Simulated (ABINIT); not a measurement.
# RbCaH3 (Pm-3m): G0W0 in ABINIT against the plane-wave cutoff

How does the gap of RbCaH3 (Pm-3m) converge in the plane-wave cutoff?

Method: LDA and many-body steps on it, plane waves, in ABINIT 10.8.3.

### 1. Set-up

The structure is cubic, space group Pm-3m (No. 221). Conventional cell: a = 4.547 Å, b = 4.547 Å, c = 4.547 Å, α = 90.00°, β = 90.00°, γ = 90.00°. Nearest to Rb lie 12 H at 3.22 Å. Nearest to Ca lie 6 H at 2.27 Å. H has 2 Ca at 2.27 Å and 8 H at 3.22 Å and 4 Rb at 3.22 Å nearest. Farther neighbours are not listed.

As a file:

```cif
data_structure
_symmetry_space_group_name_H-M 'P 1'
_symmetry_Int_Tables_number 1
_cell_length_a 4.5470
_cell_length_b 4.5470
_cell_length_c 4.5470
_cell_angle_alpha 90.000
_cell_angle_beta 90.000
_cell_angle_gamma 90.000
_cell_volume 94.01
loop_
_atom_site_label
_atom_site_type_symbol
_atom_site_fract_x
_atom_site_fract_y
_atom_site_fract_z
_atom_site_occupancy
Rb1 Rb 0.00000 0.00000 0.00000 1
Ca2 Ca 0.50000 0.50000 0.50000 1
H3 H 0.00000 0.50000 0.50000 1
H4 H 0.50000 0.00000 0.50000 1
H5 H 0.50000 0.50000 0.00000 1
```

The cell and positions come from the Crystallography Open Database and are kept as given unless a step says otherwise.

### 2. Empty states on the mesh, 2×2×2 mesh, 179 bands

This step: ABINIT 10.8.3; DFT, LDA, plane waves, norm-conserving pseudopotentials.

The sums over transitions need many empty states on a uniform mesh; this step solves for them.

run.abi reads:

```
acell 3*1.0 Angstrom
rprim 
  4.547000000000 0.000000000000 0.000000000000
  0.000000000000 4.547000000000 0.000000000000
  0.000000000000 0.000000000000 4.547000000000
ntypat 3
znucl 37 20 1
natom 5
typat 1 2 3 3 3
xred 
  0.000000000000 0.000000000000 0.000000000000
  0.500000000000 0.500000000000 0.500000000000
  0.000000000000 0.500000000000 0.500000000000
  0.500000000000 0.000000000000 0.500000000000
  0.500000000000 0.500000000000 0.000000000000
pp_dirpath "pseudos"
pseudos "Rb.upf, Ca.upf, H.upf"
ecut 31
ngkpt 2 2 2
nshiftk 1
shiftk 0 0 0
kptopt 1
chksymbreak 0
iscf -2
irdden 1
istwfk *1
nband 179
nbdbuf 16
tolwfr 1e-09
nstep 60
prtvol 0
indata_prefix "in"
outdata_prefix "out"
tmpdata_prefix "tmp"
```

Command:

```
$ OMP_NUM_THREADS=1 mpirun -n 4 abinit run.abi > log
```

Numbers of over 12 decimals in the logs are rounded to 6 here.

The log of the run:

```text
.Version 10.8.3 of ABINIT. v10.8.2 released Aug 2026.

 Symmetries : space group Pm -3 m (#221); Bravais cP (primitive cubic)
[... echo of the input left out ...]
== DATASET  1 ==================================================================
-   mpi_nproc: 4, omp_nthreads: 1 (-1 if OMP is not activated)

--- !DatasetInfo
iteration_state: {dtset: 1, }
dimensions: {natom: 5, nkpt: 4, mband: 179, nsppol: 1, nspinor: 1, nspden: 1, mpw: 5248, }
cutoff_energies: {ecut:  31.0, pawecutdg:  -1.0, }
[...]
2.65098    2.65098    2.65129    2.65129    2.65129    2.67827    2.67827    2.67827
   2.73937    2.75375    2.75375    2.75376    2.77345    2.78338    2.78338    2.78351
   2.79191    2.79195    2.83092
 prteigrs : prtvol=0 or 1, do not print more k-points.

== END DATASET(S) ==============================================================
================================================================================

 -outvars: echo values of variables after computation  --------
            nband         179
             nkpt           4
          spgroup         221
 [... the other variables as echoed above ...]

 Calculation completed.
```

The job ended after 50 s (4 MPI ranks of Arm Neoverse V1, shared host; peak memory 0.38 GiB; 3.3 min of CPU time).

Numbers from this step:

| Quantity | Value |
| --- | --- |
| gap | 2.932 eV |
| k of the valence top | 0.5, 0.5, 0 |
| k of the conduction bottom | 0.5, 0.5, 0 |
| least direct gap | 2.932 eV |
| k points computed | 4 |
| lowest point of the top converged band, above the valence top | 72.3230 eV |

On this mesh the gap is 2.932 eV.

The density comes from a self-consistent run that is not shown.

### 3. Empty states on the mesh, 2×2×2 mesh, 53 bands

run.abi: that of step 2 with these lines changed.

```diff
@@ -17,3 +17,3 @@
 pseudos "Rb.upf, Ca.upf, H.upf"
-ecut 31
+ecut 19
 ngkpt 2 2 2
@@ -26,4 +26,4 @@
 istwfk *1
-nband 179
-nbdbuf 16
+nband 53
+nbdbuf 4
 tolwfr 1e-09
```

The log of the run:

```text
.Version 10.8.3 of ABINIT. v10.8.2 released Aug 2026.

 Symmetries : space group Pm -3 m (#221); Bravais cP (primitive cubic)
[... echo of the input left out ...]
== DATASET  1 ==================================================================
-   mpi_nproc: 4, omp_nthreads: 1 (-1 if OMP is not activated)

--- !DatasetInfo
iteration_state: {dtset: 1, }
dimensions: {natom: 5, nkpt: 4, mband: 53, nsppol: 1, nspinor: 1, nspden: 1, mpw: 2517, }
cutoff_energies: {ecut:  19.0, pawecutdg:  -1.0, }
[...]
0.65998    0.69065    0.69065    0.74051    0.74051    0.74051    0.80715    0.80715
   0.80715    0.94507    0.95722    0.95722    0.95722    0.98659    0.98659    0.98659
   1.03019    1.03019    1.07410    1.07410    1.07410
 prteigrs : prtvol=0 or 1, do not print more k-points.

== END DATASET(S) ==============================================================
================================================================================

 -outvars: echo values of variables after computation  --------
            nband          53
             nkpt           4
          spgroup         221
 [... the other variables as echoed above ...]

 Calculation completed.
```

Elapsed: 6.5 s, on 4 MPI ranks; peak memory 0.26 GiB; 26 s of CPU time.

Numbers from this step:

```yaml
gap: 2.947 eV
k_of_the_valence_top: 0.5, 0.5, 0
k_of_the_conduction_bottom: 0.5, 0.5, 0
least_direct_gap: 2.947 eV
k_points_computed: 4
lowest_point_of_the_top_converged_band_above_the_valence_top: 25.88 eV
```

On this mesh the gap is 2.947 eV.

### 4. Empty states on the mesh, 2×2×2 mesh, 53 bands

run.abi: that of step 3 with these lines changed.

```diff
@@ -17,3 +17,3 @@
 pseudos "Rb.upf, Ca.upf, H.upf"
-ecut 19
+ecut 25
 ngkpt 2 2 2
```

The log of the run:

```text
.Version 10.8.3 of ABINIT. v10.8.2 released Aug 2026.

 Symmetries : space group Pm -3 m (#221); Bravais cP (primitive cubic)
[... echo of the input left out ...]
== DATASET  1 ==================================================================
-   mpi_nproc: 4, omp_nthreads: 1 (-1 if OMP is not activated)

--- !DatasetInfo
iteration_state: {dtset: 1, }
dimensions: {natom: 5, nkpt: 4, mband: 53, nsppol: 1, nspinor: 1, nspden: 1, mpw: 3840, }
cutoff_energies: {ecut:  25.0, pawecutdg:  -1.0, }
[...]
0.65996    0.69028    0.69028    0.73351    0.73351    0.73351    0.80698    0.80698
   0.80698    0.94476    0.95705    0.95705    0.95705    0.98665    0.98665    0.98665
   1.02937    1.02937    1.07408    1.07408    1.07408
 prteigrs : prtvol=0 or 1, do not print more k-points.

== END DATASET(S) ==============================================================
================================================================================

 -outvars: echo values of variables after computation  --------
            nband          53
             nkpt           4
          spgroup         221
 [... the other variables as echoed above ...]

 Calculation completed.
```

Elapsed: 8.9 s, on 4 MPI ranks; peak memory 0.28 GiB; 35 s of CPU time.

This step gave:

| Quantity | Value |
| --- | --- |
| gap | 2.931 eV |
| k of the valence top | 0.5, 0.5, 0 |
| k of the conduction bottom | 0.5, 0.5, 0 |
| least direct gap | 2.931 eV |
| k points computed | 4 |
| lowest point of the top converged band, above the valence top | 25.89 eV |

On this mesh the gap is 2.931 eV.

### 5. Empty states on the mesh, 2×2×2 mesh, 53 bands

run.abi: that of step 4 with these lines changed.

```diff
@@ -17,3 +17,3 @@
 pseudos "Rb.upf, Ca.upf, H.upf"
-ecut 25
+ecut 39
 ngkpt 2 2 2
```

The log of the run:

```text
.Version 10.8.3 of ABINIT. v10.8.2 released Aug 2026.

 Symmetries : space group Pm -3 m (#221); Bravais cP (primitive cubic)
[... echo of the input left out ...]
== DATASET  1 ==================================================================
-   mpi_nproc: 4, omp_nthreads: 1 (-1 if OMP is not activated)

--- !DatasetInfo
iteration_state: {dtset: 1, }
dimensions: {natom: 5, nkpt: 4, mband: 53, nsppol: 1, nspinor: 1, nspden: 1, mpw: 7400, }
cutoff_energies: {ecut:  39.0, pawecutdg:  -1.0, }
[...]
0.65996    0.69023    0.69023    0.73284    0.73284    0.73284    0.80696    0.80696
   0.80696    0.94472    0.95704    0.95704    0.95704    0.98664    0.98664    0.98664
   1.02911    1.02911    1.07407    1.07407    1.07407
 prteigrs : prtvol=0 or 1, do not print more k-points.

== END DATASET(S) ==============================================================
================================================================================

 -outvars: echo values of variables after computation  --------
            nband          53
             nkpt           4
          spgroup         221
 [... the other variables as echoed above ...]

 Calculation completed.
```

The job ended after 14 s (4 MPI ranks; peak memory 0.33 GiB; 56 s of CPU time).

This step gave:

* gap: 2.932 eV
* k of the valence top: 0.5, 0.5, 0
* k of the conduction bottom: 0.5, 0.5, 0
* least direct gap: 2.932 eV
* k points computed: 4
* lowest point of the top converged band, above the valence top: 25.89 eV

On this mesh the gap is 2.932 eV.

### 6. Screening, 2×2×2 mesh, 49 bands, screening to 106.1 eV

The RPA dielectric matrix is built and inverted for each q.

This step: RPA screening on LDA, plane waves, norm-conserving pseudopotentials.

run.abi: that of step 5 with these lines changed.

```diff
@@ -17,3 +17,3 @@
 pseudos "Rb.upf, Ca.upf, H.upf"
-ecut 39
+ecut 19
 ngkpt 2 2 2
@@ -23,10 +23,11 @@
 chksymbreak 0
-iscf -2
-irdden 1
 istwfk *1
-nband 53
-nbdbuf 4
-tolwfr 1e-09
-nstep 60
-prtvol 0
+occopt 1
+irdwfk 1
+optdriver 3
+nband 49
+ecuteps 3.9
+inclvkb 2
+awtr 1
+symchi 1
 indata_prefix "in"
```

The log of the run:

```text
.Version 10.8.3 of ABINIT. v10.8.2 released Aug 2026.

 Symmetries : space group Pm -3 m (#221); Bravais cP (primitive cubic)
[... echo of the input left out ...]
== DATASET  1 ==================================================================
-   mpi_nproc: 4, omp_nthreads: 1 (-1 if OMP is not activated)

--- !DatasetInfo
iteration_state: {dtset: 1, }
dimensions: {natom: 5, nkpt: 4, mband: 49, nsppol: 1, nspinor: 1, nspden: 1, mpw: 2517, }
cutoff_energies: {ecut:  19.0, pawecutdg:  -1.0, }
electrons: {nelect:   2.20000000E+01, charge:   0.00000000E+00, occopt:   1.00000000E+00, tsmear:   1.00000000E-02, }

 SCREENING: Calculation of the susceptibility and dielectric matrices

 Based on a program developped by R.W. Godby, V. Olevano, G. Onida, and L. Reining.
 Incorporated in ABINIT by V. Olevano, G.-M. Rignanese, and M. Torrent.
.Using double precision arithmetic ; gwpc =  8

[... cell and pseudopotentials left out ...]
--------------------------------------------------------------------------------

 ==== K-mesh for the wavefunctions ====
 Number of points in the irreducible wedge :     4
[... list of points left out ...]
 Together with 48 symmetry operations and time-reversal symmetry
 yields     8 points in the full Brillouin Zone.

 ==== Q-mesh for the screening function ====
 Number of points in the irreducible wedge :     4
[... list of points left out ...]
 Together with 48 symmetry operations and time-reversal symmetry
 yields     8 points in the full Brillouin Zone.

 setmesh: FFT mesh size selected  =    25x   25x   25
          total number of points  =        15625

 vcoul_init : cutoff-mode = AUXILIARY_FUNCTION
 q-points for optical limit:   1
     1)      0.000010    0.000020    0.000030

- screening: taking advantage of time-reversal symmetry
- Maximum band index for partially occupied states nbvw = 11
- Remaining bands to be divided among processors   nbcw = 38
- Number of bands treated by each node ~9

 Number of electrons calculated from density =   22.0000; Expected =   22.0000
 average of density, n =  0.034678
 r_s =    1.9023
 omega_plasma =   17.9631 [eV]

 calculating chi0 at frequencies [eV] :
  1    0.000000E+00    0.000000E+00
  2    0.000000E+00    1.796310E+01

--------------------------------------------------------------------------------
  q-point number  1        q = ( 0.000000, 0.000000, 0.000000) [r.l.u.]
--------------------------------------------------------------------------------
[... chi0 elements left out ...]
 For q-point:  0.000010 0.000020 0.000030
  dielectric constant =   3.7739
  dielectric constant without local fields =   4.2633

  Average fulfillment of the sum rule on Im[epsilon] for q-point    1 :     54.17  [%]
[... wings left out ...]
  q-point number  2        q = ( 0.500000, 0.000000, 0.000000) [r.l.u.]
--------------------------------------------------------------------------------
[... chi0 elements left out ...]
  Average fulfillment of the sum rule on Im[epsilon] for q-point    2 :     65.81  [%]

 [... 2 further q-points ...]
```

Wall time 4 s (4 MPI ranks); peak memory 0.4 GiB.

This step gave:

- ε∞ with local fields, on this mesh, along the program's q direction: 3.774
- the same without local fields: 4.263
- plasma frequency: 17.96 eV
- plane waves in the screening matrix: 251

Local fields lower ε∞ by 11 %. On a Γ-centred mesh this coarse the value itself is usually too large, while a short band sum pulls it down.

### 7. 19 Ha

This step: G0W0 on LDA, plane waves, norm-conserving pseudopotentials.

run.abi: that of step 6 with these lines changed.

```diff
@@ -26,8 +26,17 @@
 irdwfk 1
-optdriver 3
+optdriver 4
 nband 49
+gwcalctyp 0
+ecutsigx 19
+symsigma 1
+nkptgw 2
+kptgw 
+  0.5000000000 0.5000000000 0.0000000000
+  0.0000000000 0.0000000000 0.0000000000
+bdgw 
+  10 14
+  10 14
 ecuteps 3.9
-inclvkb 2
-awtr 1
-symchi 1
+irdscr 1
+ppmodel 1
 indata_prefix "in"
```

The log of the run:

```text
.Version 10.8.3 of ABINIT. v10.8.2 released Aug 2026.

 Symmetries : space group Pm -3 m (#221); Bravais cP (primitive cubic)
[... echo of the input left out ...]
== DATASET  1 ==================================================================
-   mpi_nproc: 4, omp_nthreads: 1 (-1 if OMP is not activated)

--- !DatasetInfo
iteration_state: {dtset: 1, }
dimensions: {natom: 5, nkpt: 4, mband: 49, nsppol: 1, nspinor: 1, nspden: 1, mpw: 2517, }
cutoff_energies: {ecut:  19.0, pawecutdg:  -1.0, }
electrons: {nelect:   2.20000000E+01, charge:   0.00000000E+00, occopt:   1.00000000E+00, tsmear:   1.00000000E-02, }

 SIGMA: Calculation of the GW corrections

 Based on a program developped by R.W. Godby, V. Olevano, G. Onida, and L. Reining.
 Incorporated in ABINIT by V. Olevano, G.-M. Rignanese, and M. Torrent.
.Using double precision arithmetic ; gwpc =  8

[... cell and pseudopotentials left out ...]
--------------------------------------------------------------------------------

 ==== K-mesh for the wavefunctions ====
 Number of points in the irreducible wedge :     4
[... list of points left out ...]
 Together with 48 symmetry operations and time-reversal symmetry
 yields     8 points in the full Brillouin Zone.

 ==== Q-mesh for screening function ====
 Number of points in the irreducible wedge :     4
[... list of points left out ...]
 Together with 48 symmetry operations and time-reversal symmetry
 yields     8 points in the full Brillouin Zone.

 vcoul_init : cutoff-mode = AUXILIARY_FUNCTION
 q-points for optical limit:   1
     1)      0.000010    0.000020    0.000030
 setmesh: FFT mesh size selected  =    36x   36x   36
          total number of points  =        46656

 Number of electrons calculated from density =   22.0000; Expected =   22.0000
 average of density, n =  0.034678
 r_s =    1.9023
 omega_plasma =   17.9631 [eV]

 === KS Band Gaps ===
  >>>> For spin  1
   Minimum direct gap =   2.9471 [eV], located at k-point      :   0.5000  0.5000  0.0000
   Fundamental gap    =   2.9471 [eV], Top of valence bands at :   0.5000  0.5000  0.0000
                                       Bottom of conduction at :   0.5000  0.5000  0.0000
 SIGMA fundamental parameters:
 PLASMON POLE MODEL  1
 number of plane-waves for SigmaX                 2517
 number of plane-waves for SigmaC and W            251
 number of plane-waves for wavefunctions          2517
 number of bands                                    49
 number of independent spin polarizations            1
 number of spinorial components                      1
 number of k-points in IBZ                           4
 number of q-points in IBZ                           4
 number of symmetry operations                      48
 number of k-points in BZ                            8
 number of q-points in BZ                            8
 number of frequencies for dSigma/dE                 9
 frequency step for dSigma/dE [eV]                0.25
 number of omega for Sigma on real axis              0
 max omega for Sigma on real axis  [eV]           0.00
 zcut for avoiding poles [eV]                     0.10

 EPSILON^-1 parameters (SCR file):
 dimension of the eps^-1 matrix on file            251
 dimension of the eps^-1 matrix used               251
 number of plane-waves for wavefunctions          2517
 number of bands                                    49
 number of q-points in IBZ                           4
 number of frequencies                               2
 number of real frequencies                          1
 number of imag frequencies                          1

 matrix elements of self-energy operator (all in [eV])

 Perturbative Calculation

--- !SelfEnergy_ee
iteration_state: {dtset: 1, }
kpoint     : [   0.500,    0.500,    0.000, ]
spin       : 1
KS_gap     :    2.947
QP_gap     :    5.372
Delta_QP_KS:    2.425
data: !SigmaeeData |
     Band     E0 <VxcDFT>   SigX SigC(E0)      Z dSigC/dE  Sig(E)    E-E0       E
       10  -0.170 -10.546 -14.014   2.314   0.780  -0.283 -11.445  -0.900  -1.070
       11  -0.170 -10.546 -14.014   2.314   0.780  -0.283 -11.445  -0.900  -1.070
       12   2.777  -8.513  -3.677  -2.988   0.825  -0.212  -6.988   1.525   4.302
       13   4.712 -10.831  -4.735  -3.344   0.808  -0.238  -8.608   2.223   6.935
       14   4.712 -10.831  -4.735  -3.344   0.808  -0.238  -8.608   2.223   6.935

--- !SelfEnergy_ee
iteration_state: {dtset: 1, }
kpoint     : [   0.000,    0.000,    0.000, ]
spin       : 1
KS_gap     :    6.350
QP_gap     :    9.697
Delta_QP_KS:    3.347
data: !SigmaeeData |
     Band     E0 <VxcDFT>   SigX SigC(E0)      Z dSigC/dE  Sig(E)    E-E0       E
       10  -0.529 -10.598 -13.660   2.222   0.776  -0.288 -11.251  -0.652  -1.181
       11  -0.529 -10.598 -13.660   2.222   0.776  -0.288 -11.251  -0.652  -1.181
       12   5.822 -12.893  -5.754  -3.712   0.786  -0.272 -10.198   2.695   8.516
       13   5.822 -12.893  -5.754  -3.712   0.786  -0.272 -10.198   2.695   8.516
       14   5.822 -12.893  -5.754  -3.712   0.786  -0.272 -10.198   2.695   8.516

== END DATASET(S) ==============================================================
================================================================================

 -outvars: echo values of variables after computation  --------
           etotal      0.0000000000E+00
            nband          49
             nkpt           4
          spgroup         221
 [... the other variables as echoed above ...]

 Calculation completed.
```

Run time: 5 s. Hardware: 4 MPI ranks; peak memory 0.45 GiB.

This step gave:

```
G0W0 gap on the points computed              : 5.372 eV
starting gap on the mesh                     : 2.947 eV
k of the valence top                         : 0.5, 0.5, 0
k of the conduction bottom                   : 0.5, 0.5, 0
Z at the valence top                         : 0.78
Z at the conduction bottom                   : 0.825
least direct G0W0 gap on the computed points : 5.372 eV
```

[end of part 1 of 2]

[Paths, hosts, dates, memory and timing lines, banners, echoed tables and standing remarks are left out of the program output.]

[Logs are printed without paths, hosts, clocks, repeated set-up lines and the standing remarks that a program may print on its own settings, such as how far it seeks lower states.]

[Runs of the session that timed out or met a known fault of the program may be left out.]

[No measured gap is set beside runs whose start may be inverted or whose files or cutoffs have a known fault.]

[Hosts, paths, dates, database ids (printed as entryN), source tags and the programs' standing remarks are cut or masked in the printed files.]

[G0W0 gaps are taken among the corrected bands and points alone; a level outside them can change the order at an edge.]

[Where Ansatz stands beside ABINIT at settings called matched, ABINIT's density can come from a denser mesh and the files from another edition; pairs whose starting gaps differed by over 0.03 eV were left out, so agreement reads better than it is.]
